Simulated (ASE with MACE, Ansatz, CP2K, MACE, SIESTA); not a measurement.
# Running glassy 87SiO2-4Na2O-4ZnO-4SrO (mol %) (67 atoms) with machine-learned potentials

Wanted: machine-learned potentials inputs and outputs for glassy 87SiO2-4Na2O-4ZnO-4SrO (mol %) (67 atoms), checked against a plane-wave reference.

Method: the method is named at each step, in ASE with MACE.

## 1. Starting point

The cell holds 67 atoms: 20 Si, 2 Na, 1 Zn, 1 Sr and 43 O. Cell: a = 9.749 Å, b = 9.749 Å, c = 9.749 Å, α = 90.0°, β = 90.0°, γ = 90.0°. 67 atoms (20 Si, 2 Na, 1 Zn, 1 Sr, 43 O) placed at random at 2.44 g/cm³, melted at 4000 K for 10 ps at fixed volume with the Morse and Coulomb pair potential with partial charges (Pedone, Malavasi, Menziani, Cormack and Segre, J. Phys. Chem. B 110, 11780 (2006)). Quenched from 4000 K to 300 K at 50 K/ps and fixed volume, held 10 ps at zero pressure. Then every atom was moved at random, 0.03 Å r.m.s. a Cartesian component.

The yardstick, on the same geometry:

```
method                                           : Kohn-Sham DFT, PBE, PAW, plane waves (Ansatz 0.2.0); cutoff 420 eV, Γ point, fermi-dirac smearing of 0.05 eV; PAW set soft_2
r.m.s. force component                           : 1.96 eV/Å
longest force                                    : 10.51 eV/Å
gap (highest filled to lowest empty level) : 2.433 eV
SCF cycles                                       : 9
time                                             : 3.7 s on 8 threads of Arm Neoverse V1, shared host
CPU time                                         : 26 s
```

## 2. MACE MP-0b2 small potential

Method: machine-learned interatomic potential MACE MP-0b2 small, trained on PBE(+U) plane-wave data.

Contents of run.py:

```python
import numpy as np
from ase.io import read
import mlip  # loads the published weights by name

atoms = read("structure.xyz")
atoms.calc = mlip.calc("mace-mp-0b2-small")
energy = atoms.get_potential_energy()
forces = atoms.get_forces()
print(f"energy {energy:.6f} eV")
print("forces (eV/A)")
for i, (a, f) in enumerate(zip(atoms, forces)):
    print(f"{i:4d} {a.symbol:2s} {f[0]:10.5f} {f[1]:10.5f} {f[2]:10.5f}")
```

Contents of structure.xyz:

```xyz
67
Lattice="9.74851 0.00000 0.00000 0.00000 9.74851 0.00000 0.00000 0.00000 9.74851" Properties=species:S:1:pos:R:3 pbc="T T T"
Si 1.86265 5.31323 2.77725
Si 9.14361 7.18884 3.82571
Si 9.16877 0.65188 4.48929
Si 6.29140 7.15209 2.32307
Si 1.43985 2.21964 2.85202
Si 2.77950 7.66964 0.96851
Si 3.42494 9.22346 6.15345
Si 5.08141 7.87241 8.50333
Si 0.38448 9.71176 7.26859
Si 6.32396 4.33545 1.01433
Si 7.27590 9.15941 0.50790
Si 8.74636 4.58190 8.80329
Si 4.08697 6.58112 4.59603
Si 7.11320 2.78934 3.86226
Si 4.00868 2.12966 4.52536
Si 2.25122 4.12040 6.37874
Si 9.05100 4.79451 5.65921
Si 0.00848 7.61524 9.39045
Si 4.81099 5.16476 7.06601
Si 1.13297 2.42972 8.92164
Na 3.17256 4.39833 0.06834
Na 6.35076 2.00478 8.04905
Zn 8.49280 2.21691 0.96666
Sr 4.45721 1.03217 1.25103
O 7.42320 4.19547 9.60608
O 0.36391 1.00517 8.49358
O 9.71215 3.37854 9.36647
O 3.05538 5.12645 7.21351
O 8.71722 4.59486 7.19693
O 9.35798 6.03053 9.27619
O 2.92650 5.66486 3.97515
O 5.08892 3.45507 0.72548
O 9.06953 0.35699 6.11076
O 1.64877 2.97330 7.52020
O 4.03657 0.75980 5.35768
O 7.12714 3.46793 2.25707
O 4.28544 8.85564 7.52293
O 3.10383 2.06200 3.22227
O 1.42026 3.92611 2.67051
O 0.82433 4.39941 5.59954
O 2.62176 6.03335 1.49337
O 7.16798 0.96120 0.47777
O 0.77413 1.49074 4.14126
O 1.93391 9.61057 6.68231
O 3.15208 3.18113 5.44961
O 9.01571 6.43402 5.30709
O 7.94231 1.49016 3.96238
O 2.34725 2.20199 0.14788
O 5.51571 2.52847 4.12196
O 4.99007 5.65180 5.50898
O 6.47311 8.46619 8.92457
O 5.21360 6.44835 7.89259
O 7.76995 7.00391 3.02623
O 7.98559 3.89472 4.67002
O 2.84959 8.63698 2.17538
O 5.26702 3.78730 7.31674
[... 7 atom lines left out ...]
O 9.36822 8.78087 4.02769
O 8.78214 8.44348 0.49522
O 1.46403 7.79608 0.11260
O 0.36381 1.68513 1.79607
```

Run with:

```sh
$ OMP_NUM_THREADS=4 python run.py > output.txt
```

Output:

```text
energy -497.335260 eV
forces (eV/A)
   0 Si    1.56013   10.39235    0.95117
   1 Si    0.63938   -0.62576    0.43264
   2 Si    3.09474   -3.70909    0.82438
   3 Si    4.64807   -0.62050   -0.49579
   4 Si   -0.36294    0.92412   -0.47240
   5 Si   -2.02720   -1.95790    3.28481
   6 Si   -0.56705    0.25305    1.22730
   7 Si   -2.84174    0.83144    1.54900
   8 Si    1.04353   -1.65083    0.44034
   9 Si    0.08868   -2.11406    1.85255
  10 Si    2.84934   -2.68513   -3.67960
  11 Si    1.68687    2.27655   -0.20908
  12 Si    1.68720    0.21533   -3.75923
  13 Si   -1.29969    4.43187   -1.91450
  14 Si   -1.31747    1.32093    3.05876
  15 Si   -3.34547   -5.32964    0.19115
  16 Si   -1.77116    1.77836   -1.88277
  17 Si    0.01238   -1.70968   -3.01477
  18 Si   -2.85296    1.98787   -2.17969
  19 Si    2.71870   -3.71981   -1.59264
  20 Na    0.22902   -0.35220   -0.40587
  21 Na   -0.19223    0.42825   -0.01603
  22 Zn    0.70598    0.29925    0.71976
  23 Sr   -1.28313    0.17286   -0.16152
[...]
59 O     0.13018    0.98429   -1.62451
  60 O    -2.26149   -0.58898    2.29469
  61 O    -5.62030   -0.46975    5.50227
  62 O    -0.25111   -0.51196   -0.10958
  63 O    -0.25484    1.88512   -0.33340
  64 O    -3.88083    2.51131    2.60930
  65 O     0.83103    0.25067   -0.46862
  66 O    -0.12778   -0.03250   -0.79291
```

The job ended after 6.8 s (4 threads of Arm Neoverse V1, shared host; peak memory 0.67 GiB).

Banners, paths, timers and routine set-up lines are dropped from the logs unmarked, and long logs keep their key lines alone; longer cuts are marked.

Numbers from this run, and their distance from the reference:

| Quantity | Value |
| --- | --- |
| r.m.s. force component | 1.956 eV/Å |
| r.m.s. difference of force components | 147.1 meV/Å |
| longest difference of force vectors | 1163 meV/Å |
| force difference over r.m.s. force | 7.506 % |
| slope of forces against the reference's | 0.9949 |
| correlation of force components | 0.9972 |

Length of the force difference by element (eV/Å):

```tsv
element	atoms	mean	most
Na	2	0.064	0.082
O	43	0.16	0.46
Si	20	0.29	1.2
Sr	1	0.30	0.30
Zn	1	0.33	0.33
```

A closer look about Zn23, the only Zn atom: 12 atoms, nearest first, numbered in the order of the input, with positions taken from that point.

```tsv
atom	x	y	z	distance (Å)	bonds	Fx	Fy	Fz (eV/Å)
Zn23	0.00	0.00	0.00	0.00	3	0.71	0.30	0.72
O42	-1.32	-1.26	-0.49	1.89	4	-0.66	2.14	-0.74
O67	1.62	-0.53	0.83	1.90	2	-0.13	-0.03	-0.79
O27	1.22	1.16	-1.35	2.16	3	-2.57	1.89	1.35
O36	-1.37	1.25	1.29	2.26	2	0.94	-1.16	1.29
O25	-1.07	1.98	-1.11	2.51	2	0.37	-0.26	-1.47
Si20	2.39	0.21	-1.79	2.99	4	2.72	-3.72	-1.59
O26	1.62	-1.21	-2.22	3.00	2	-0.51	0.59	0.60
Si10	-2.17	2.12	0.05	3.03	4	0.09	-2.11	1.85
Si12	0.25	2.36	-1.91	3.05	4	1.69	2.28	-0.21
Si11	-1.22	-2.81	-0.46	3.09	4	2.85	-2.69	-3.68
O47	-0.55	-0.73	3.00	3.13	2	-0.69	-2.38	-0.64
```

Atoms are counted from 1 here, from 0 in the log.

Forces lie 7.5 % from the reference's, at 0.28 times its CPU time (on 4 against 8 cores).

## 3. What came out

```json
{
 "force difference from the reference": "MACE MP-0b2 small potential, 7.5 %",
 "its CPU time": "7.2 s"
}
```

In words: Machine-learned potentials differ by 7.5 % (MACE MP-0b2 small potential); they were trained on other programs' data. Machine-learned potentials mimic data converged in k, so the reference's own k-point error enters their differences. The quench rate of 50 K/ps is many orders above laboratory rates, so the cell is likely richer in defects and strain than a real sample. The network of bonds at the start is that of the classical potential that made the cell, and needn't be the one that DFT or experiment would give. The electronic-structure runs sample only Γ, in a cell whose shortest periodic width is 10 Å.

[Also dropped from logs without a mark: logging warnings of Python, and SIESTA's first energy breakdown and zero terms.]

[Logs are printed without paths, hosts, clocks, repeated set-up lines and the standing remarks that a program may print on its own settings, such as how far it seeks lower states.]

[Hosts, paths, dates, database ids (printed as entryN), source tags and the programs' standing remarks are cut or masked in the printed files.]
